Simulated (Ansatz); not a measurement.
# CoSi2: optical spectrum from first principles

Aim: the dielectric function of CoSi2, and the optical constants that follow from it. The cell comes from an older database entry, whose edges can differ from later determinations, mostly by under a per cent.

Main program and level: Ansatz 0.2.0; DFT, PBE, plane-wave PAW, default files, scalar-relativistic, independent-particle optical response without local fields.

The database entry behind the starting cell differs from other determinations of this structure, so it need not match the best structure at room temperature.

## (1) The structure

Symmetry: Fm-3m, No. 225, cubic system. Conventional cell: a = 5.356 Å, b = 5.356 Å, c = 5.356 Å, α = 90.00°, β = 90.00°, γ = 90.00°. Nearest to Co lie 8 Si at 2.32 Å. Nearest to Si lie 4 Co at 2.32 Å. Farther neighbours, and contacts between anions beyond the nearest, are not listed.

## (2) Ground state and bands

The self-consistent density comes first; it also tells whether there is a gap, which decides the occupations and the need for a Drude term.

This step: DFT, PBE, plane-wave PAW, default files, scalar-relativistic, ground state (Ansatz 0.2.0).

input.yaml reads:

```yaml
crystal:
  lattice:
    - [0.0, 2.678, 2.678]
    - [2.678, 0.0, 2.678]
    - [2.678, 2.678, 0.0]
  atoms:
    - { symbol: Co, position: [0.0, 0.0, 0.0], spin: 2.0 }
    - { symbol: Si, position: [0.75, 0.75, 0.75] }
    - { symbol: Si, position: [0.25, 0.25, 0.25] }
magnetization:
  spin_polarized: true
kpoints:
  mp_grid: { grid: [7, 7, 7] }
  band_path:
    path:
      - [[0.0, 0.0, 0.0], [0.5, 0.0, 0.5], [0.5, 0.25, 0.75], [0.375, 0.375, 0.75], [0.0, 0.0, 0.0], [0.5, 0.5, 0.5], [0.625, 0.25, 0.625], [0.5, 0.25, 0.75], [0.5, 0.5, 0.5], [0.375, 0.375, 0.75]]
      - [[0.625, 0.25, 0.625], [0.5, 0.0, 0.5]]
    npoints: 7
scf:
  occupations: { method: fermi_dirac, width: 0.05 }
  n_extra_bands: 7
hamiltonian:
  xc: pbe
  pseudopotentials: { kind: paw }
output:
  forces: true
  stress: true
  populations: true
  write_bands: true
```

Command:

```console
ansatz run input.yaml --threads 2 --pin off --max-ram 5120MiB --backend cpu --events-out ev --progress --plain --runs-dir out
```

The log of the run:

```text
scf.n_extra_bands = 7 over 13 filled bands (N_el = 25.0): the run solves 20 bands
Engine: ansatz 0.2.0, aarch64-unknown-linux-gnu
Pseudopotentials: kind: paw
Pseudopotential: Co, paw, valence charge 17, recommended cutoff 420 eV (normal), Co.paw.azcp
Pseudopotential: Si, paw, valence charge 4, recommended cutoff 420 eV (normal), Si.paw.azcp
Functional definition: PBE
  parameter kappa = 0.804
  parameter beta = 0.066725
  exchange = pbe_x(kappa = kappa, mu = beta*pi^2/3)
  correlation = pbe_c(beta = beta)
Crystal: 3 atoms, lattice volume = 38.412 Å³
Basis set: ecut = 420 eV, 749 PW (Γ), exchange–correlation on 54×54×54 points (8 copies of the dense FFT grid, shifted against one another)
Bands: 20, of which v1, the nominal top of the filled ones, is band 13 counted from 1 (12 counted from 0)
Symmetry: 48 space group operations
Space group: Fm-3m (ITA 225), of the structure as read, at distance tolerance 3.4e-5 Å
Magnetic group: BNS 225.116 (UNI 1618), of the structure as read, at distance tolerance 3.4e-5 Å
k-points: 20 of 343
Non-local potential: Co, projectors of the file, l = 0: 3, l = 1: 2, l = 2: 3, l = 3: 1
Non-local potential: Si, projectors of the file, l = 0: 2, l = 1: 2, l = 2: 2
PAW form: soft (Blöchl's): semilocal exchange-correlation on the pseudo side does not see the compensation charge
PAW one-centre angular grid: Co, 590 points (default); XC on 64 Gauss nodes
PAW one-centre angular grid: Si, 110 points (default); XC on 64 Gauss nodes
Initial density: superposition of atomic densities (chi_scale 0.1, normalization cell)
Starting moments: Σ|m| = 2 μB on 1 of 3 sites
Initial wavefunctions: pseudopotential atomic-orbital guess
Functional: x = pbe(κ = 0.804, μ = 0.219515), c = pbe(β = 0.066725)
SCF iter   1: F=—  HF=-6398.381111 eV  |F-HF|=—  |Δ(HF+E_count)|=         —  Δρ=1.61e-1 (↑1.61e-1 ↓9.50e-2)  dr2=1.67e0  dr2_m=5.47e0  M=0.236 μB ∫|m|=0.359 μB  β_m=0.30  ethr=3.10e-3  ⟨swp⟩=5.9  Hψ=4045  notcnv=0
Mixer restart at iter 1: flushing history
preconditioner: auto → Kerker (q_TF=auto, 2.540 Å⁻¹)  [metal: Δε(μ)=0.105 eV  Ē_g=10.041 eV  σ=0.050 eV  W_gap=0.41  n_scr=14 (ndim 8)  ℏωp=24.7 eV  f_vac=0.000  D(μ)=1.01/eV (n_scr^D=8)]
spin=Collinear: Kerker preconditioning applied to the charge; magnetization (m = ρ↑ − ρ↓) channel mixes plain (no charge-response kernel on spin).
SCF iter   2: F=—  HF=-6397.655520 eV  |F-HF|=—  |Δ(HF+E_count)|=   7.26e-1  Δρ=1.07e-1 (↑8.36e-2 ↓1.07e-1)  dr2=1.05e0  dr2_m=3.07e0  M=0.167 μB ∫|m|=0.266 μB  β_m=0.59  ethr=3.10e-3  ⟨swp⟩=2.7  Hψ=1729  notcnv=0  defer=78
SCF iter   3: F=—  HF=-6399.273095 eV  |F-HF|=—  |Δ(HF+E_count)|=    1.62e0  Δρ=5.45e-2 (↑5.45e-2 ↓3.48e-2)  dr2=3.96e-1  dr2_m=6.16e-1  M=0.050 μB ∫|m|=0.108 μB  β_m=0.76  ethr=3.10e-3  ⟨swp⟩=3.0  Hψ=1555  notcnv=0  defer=87
SCF iter   4: F=—  HF=-6399.237573 eV  |F-HF|=—  |Δ(HF+E_count)|=   3.55e-2  Δρ=1.63e-2 (↑1.63e-2 ↓1.36e-2)  dr2=3.70e-1  dr2_m=8.84e-4  M=-0.005 μB ∫|m|=0.007 μB  β_m=0.76  ethr=1.59e-3  ⟨swp⟩=2.8  Hψ=1759  notcnv=0  defer=84
SCF iter   5: F=—  HF=-6399.173933 eV  |F-HF|=—  |Δ(HF+E_count)|=   6.36e-2  Δρ=9.74e-3 (↑9.70e-3 ↓9.74e-3)  dr2=7.99e-2  dr2_m=4.18e-6  M=-0.001 μB ∫|m|=0.002 μB  β_m=0.88  ethr=1.48e-3  ⟨swp⟩=2.0  Hψ=1165  notcnv=0  defer=84
SCF iter   6: F=—  HF=-6399.185796 eV  |F-HF|=—  |Δ(HF+E_count)|=   1.19e-2  Δρ=2.15e-3 (↑1.93e-3 ↓2.15e-3)  dr2=3.77e-3  dr2_m=3.87e-5  M=-0.001 μB ∫|m|=0.003 μB  β_m=0.94  ethr=3.20e-4  ⟨swp⟩=2.1  Hψ=1351  notcnv=0  defer=84
SCF iter   7: F=—  HF=-6399.187638 eV  |F-HF|=—  |Δ(HF+E_count)|=   1.84e-3  Δρ=3.92e-4 (↑3.64e-4 ↓3.92e-4)  dr2=2.83e-4  dr2_m=9.94e-7  M=-0.000 μB ∫|m|=0.001 μB  β_m=0.97  ethr=1.51e-5  ⟨swp⟩=2.0  Hψ=1469  notcnv=0  defer=84
SCF iter   8: F=—  HF=-6399.187823 eV  |F-HF|=—  |Δ(HF+E_count)|=   1.85e-4  Δρ=1.14e-4 (↑1.14e-4 ↓1.07e-4)  dr2=1.81e-5  dr2_m=9.53e-9  M=-0.000 μB ∫|m|=0.000 μB  β_m=0.98  ethr=1.13e-6  ⟨swp⟩=2.0  Hψ=1108  notcnv=0  defer=84
SCF iter   9: F=—  HF=-6399.187832 eV  |F-HF|=—  |Δ(HF+E_count)|=   8.77e-6  Δρ=9.73e-5 (↑9.73e-5 ↓9.21e-5)  dr2=1.11e-5  dr2_m=3.53e-9  M=0.000 μB ∫|m|=0.000 μB  β_m=0.99  ethr=7.23e-8  ⟨swp⟩=2.0  Hψ=1270  notcnv=0  defer=84
SCF iter  10: F=—  HF=-6399.187831 eV  |F-HF|=—  |Δ(HF+E_count)|=   2.85e-7  Δρ=1.73e-5 (↑1.73e-5 ↓1.62e-5)  dr2=3.31e-7  dr2_m=2.61e-10  M=0.000 μB ∫|m|=0.000 μB  β_m=1.00  ethr=4.42e-8  ⟨swp⟩=2.0  Hψ=924  notcnv=0  defer=84
SCF iter  11: F=—  HF=-6399.187831 eV  |F-HF|=—  |Δ(HF+E_count)|=   1.64e-8  Δρ=2.74e-6 (↑2.74e-6 ↓2.27e-6)  dr2=6.59e-9  dr2_m=2.21e-11  M=0.000 μB ∫|m|=0.000 μB  β_m=1.00  ethr=1.32e-9  ⟨swp⟩=2.1  Hψ=969  notcnv=0  defer=84
SCF iter  12: F=-6399.187831 eV  HF=-6399.187831 eV  |F-HF|=2.98e-9  |Δ(HF+E_count)|=  6.07e-10  Δρ=1.81e-6 (↑1.81e-6 ↓1.70e-6)  dr2=3.42e-9  dr2_m=1.27e-12  M=0.000 μB ∫|m|=0.000 μB  ethr=2.64e-11  ⟨swp⟩=7.1  Hψ=3441  notcnv=0
SCF 1 converged in 12 iterations: F = -6399.187831 eV  dr2 = 3.42e-9
  greatest PAW one-centre occupation: 1.000 electrons in one spin orbital (limit 2), on the Co atom at site 0 (counted from 0), in its partial waves of l = 0
WARN: the starting moments were not kept: the SCF closed with an absolute magnetisation of 1.0e-6 μB, where they sum to 2 μB in size (1 site). That is at most 0.1 of that sum. Measured as dr2_m measures the in/out step, that magnetisation stands 8.1e-13 eV from none, at or under the dr2_threshold of 1.0e-7 eV: it is no larger than a step whose dr2_m would equal this threshold. The system may hold no moment; this SCF  [...]
NSCF: frozen V_eff on 72 k-points
SCF converged after 12 iterations
Magnetization: 0.0000 μB (12.5000 up, 12.5000 down)
Absolute magnetization: 0.0000 μB (∫|ρ↑−ρ↓|, with the PAW one-centre terms)
Spin contamination: 0.0000 ħ² per cell (⟨S²⟩ above its minimum at these occupations)
Per-site moments (μB) at R_I (Å): [(5.737928e-7, 0.956677), (-6.194778e-8, 0.956677), (-6.194778e-8, 0.956677)]
Free energy (F): -6399.187831 eV
Harris-Foulkes:  -6399.187831 eV  (|F-HF|=2.98e-9)
Internal energy: -6399.179214 eV  (E = F + TS)
E sigma→0 (E₀):  -6399.183523 eV
Entropy (-TS):   -0.008618 eV (-2.873 meV/atom)
Fermi energy:    12.903851 eV
--- Per-component energies (eV) ---
  E_band       = -284.432278
  E_kinetic    = 547.515872
  E_local      = -4095.691358  (includes V_loc(G=0)·N_el)
  E_nonlocal   = 501.079019
  E_hartree    = 1781.859970
  E_xc         = -274.116092
  E_vxc        = -305.278738  (∫ρ·V_xc dr)
  E_paw        = -2541.340341  (= ΣΔE_a)
  E_vpaw       = -495.782074  (= ΣTr[D̂ρ^β])
  E_aug_tail   = 0.000153  (compensation charges beyond the density's cutoff)
  E_ewald      = -2318.486437
  E_smearing   = -0.008618  (= −TS)
  E_closure    = 0.000000  (closes the sum)
  Σ components = -6399.187831   (vs F -6399.187831, Δ=0.00e0)
--- Forces (eV/Å), atoms counted from 1 ---
  atom   1  Co    -0.00000000     0.00000000    -0.00000000
  atom   2  Si    -0.00000000    -0.00000000     0.00000000
  atom   3  Si    -0.00000000     0.00000000    -0.00000000
  max |Σ_I F_I| component: 1.85e-17 eV/Å
--- Stress (GPa, compression-positive) ---
        0.368557       0.000000       0.000000
       -0.000000       0.368557      -0.000000
        0.000000      -0.000000       0.368557
  P = ⅓ Tr σ = 0.3686 GPa (3.686 kbar)
--- Band table (eV; the first three rows and the last of 40) ---
  k-point 0 ↑: bands = [... 9 lower, 10.9667, 13.6433, 16.3080, 16.3080, 16.3080, 16.3110, 16.3110, 16.3110, ... 3 higher]
  k-point 1 ↑: bands = [... 9 lower, 10.8854, 13.3548, 14.5840, 15.0356, 15.0356, 17.3030, 17.3030, 18.0481, ... 3 higher]
  k-point 2 ↑: bands = [... 9 lower, 10.8363, 11.6553, 13.7498, 13.7498, 15.3223, 16.6590, 16.6590, 17.3537, ... 3 higher]
  k-point 19 ↓: bands = [... 9 lower, 10.5609, 11.0707, 11.5120, 12.1739, 15.6659, 17.2225, 18.7286, 20.1823, ... 3 higher]
--- Löwdin populations: 3 sites ---
  site symbol       q [e]    m [muB]
     0     Co     16.7161     0.0000
     1     Si      3.9717    -0.0000
     2     Si      3.9717    -0.0000
  spilling = 0.013617 (of n_electrons = 25.000000)
```

Run time: 3.1 s. Hardware: 2 threads of Arm Neoverse V2, shared host; peak memory 0.31 GiB; 5.8 s of CPU time.

Read from the output:

```
free energy         : -6399.1878 eV
Fermi energy        : 12.90 eV
electrons           : 25
symmetry operations : 48
pressure            : 0.3686 GPa
volume              : 38.41 Å³
gap on the path     : 0 eV
```

There are states at the Fermi level within the smearing, so the occupations stay smeared and the carriers get a Drude term. The cell is left with a pressure of 0.4 GPa, as it stands unrelaxed at this level.

Both spins together. The electronic bands at the labelled points (eV, zero at the Fermi level; # counts the bands kept):

```
          point    #13    #14    #15    #16    #17    #18   #19   #20
              Γ   0.74   0.74   3.40   3.40   3.40   3.40  3.40  3.40
0.43 of the way   0.09   0.09   0.09   0.09   0.35   0.35  1.32  1.32
              X  -1.98  -1.98  -1.95  -1.95  -1.36  -1.36  1.57  1.57
0.57 of the way  -1.98  -1.98  -1.51  -1.51  -0.96  -0.96  2.19  2.19
              W  -1.98  -1.98  -1.48  -1.48  -0.71  -0.71  3.62  3.62
0.57 of the way  -1.85  -1.85  -1.38  -1.38  -0.83  -0.83  2.36  2.36
              K  -1.79  -1.79  -1.25  -1.25  -1.00  -1.00  1.96  1.96
0.43 of the way  -1.68  -1.68  -0.79  -0.79   0.80   0.80  2.78  2.78
              Γ   0.74   0.74   3.40   3.40   3.40   3.40  3.40  3.40
0.43 of the way  -0.47  -0.47   1.49   1.49   1.49   1.49  2.04  2.04
              L  -1.66  -1.66  -0.51  -0.51  -0.51  -0.51  2.67  2.67
0.43 of the way  -1.76  -1.76  -0.86  -0.86  -0.62  -0.62  2.21  2.21
              U  -1.79  -1.79  -1.25  -1.25  -1.00  -1.00  1.96  1.96
0.43 of the way  -1.85  -1.85  -1.38  -1.38  -0.83  -0.83  2.36  2.36
              W  -1.98  -1.98  -1.48  -1.48  -0.71  -0.71  3.62  3.62
0.57 of the way  -1.78  -1.78  -0.95  -0.95  -0.61  -0.61  2.46  2.46
              L  -1.66  -1.66  -0.51  -0.51  -0.51  -0.51  2.67  2.67
0.57 of the way  -1.76  -1.76  -0.99  -0.99  -0.69  -0.69  2.13  2.13
              K  -1.79  -1.79  -1.25  -1.25  -1.00  -1.00  1.96  1.96
      jump to U  -1.79  -1.79  -1.25  -1.25  -1.00  -1.00  1.96  1.96
0.43 of the way  -1.92  -1.92  -1.49  -1.49  -1.25  -1.25  1.78  1.78
              X  -1.98  -1.98  -1.95  -1.95  -1.36  -1.36  1.57  1.57
```

(Part 1 of 2 ends here.)

[Long decimals in the printed logs are rounded to 6 places.]

[Logs are printed without paths, hosts, clocks, repeated set-up lines and the standing remarks that a program may print on its own settings, such as how far it seeks lower states.]

[Hosts, paths, dates, database ids (printed as entryN), source tags and the programs' standing remarks are cut or masked in the printed files.]

[Where the starting crystal was built by hand or by swapping elements, it need not be the compound's stable phase.]

[The count of steps not shown may lack steps that the program refused or didn't finish.]
